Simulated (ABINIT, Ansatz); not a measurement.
Planning a run of ABINIT 10.8.3 on SnSe2 (P-3m1). The input:

```
acell 3*1.0 Angstrom
rprim 
  3.810999999987 0.000000000003 0.000000000000
  -1.905499999996 3.300422813810 0.000000000000
  0.000000000000 0.000000000000 6.136000000000
ntypat 2
znucl 50 34
natom 3
typat 1 2 2
xred 
  0.000000000000 0.000000000000 0.000000000000
  0.333333333333 0.666666666667 0.249000000000
  0.666666666667 0.333333333333 0.751000000000
pp_dirpath "pseudos"
pseudos "Sn.upf, Se.upf"
ecut 48
ngkpt 6 6 4
nshiftk 1
shiftk 0 0 0
kptopt 1
chksymbreak 0
istwfk *1
occopt 1
irdwfk 1
optdriver 4
nband 237
gwcalctyp 0
ecutsigx 48
symsigma 1
nkptgw 2
kptgw 
  0.0000000000 0.0000000000 0.0000000000
  0.5000000000 0.0000000000 0.2500000000
bdgw 
  33 37
  34 37
ecuteps 6.5
irdscr 1
ppmodel 1
indata_prefix "in"
outdata_prefix "out"
tmpdata_prefix "tmp"
```

```sh
OMP_NUM_THREADS=1 mpirun -n 8 abinit run.abi > log
```

Question: Estimate wall time and host memory on 8 MPI ranks of Arm Neoverse V1, shared host.

It took 1.8 min; on shared hardware allow 55 s to 3.7 min. Peak host memory was 6.5 GiB.

[Paths, hosts, dates, memory and timing lines, banners, echoed tables and standing remarks are left out of the program output.]

[Logs are printed without paths, hosts, clocks, repeated set-up lines and the standing remarks that a program may print on its own settings, such as how far it seeks lower states.]

[Runs of the session that timed out or met a known fault of the program may be left out.]

[Hosts, paths, dates, database ids (printed as entryN), source tags and the programs' standing remarks are cut or masked in the printed files.]

[G0W0 gaps are taken among the corrected bands and points alone; a level outside them can change the order at an edge.]

[Where Ansatz stands beside ABINIT at settings called matched, ABINIT's density can come from a denser mesh and the files from another edition; pairs whose starting gaps differed by over 0.03 eV were left out, so agreement reads better than it is.]
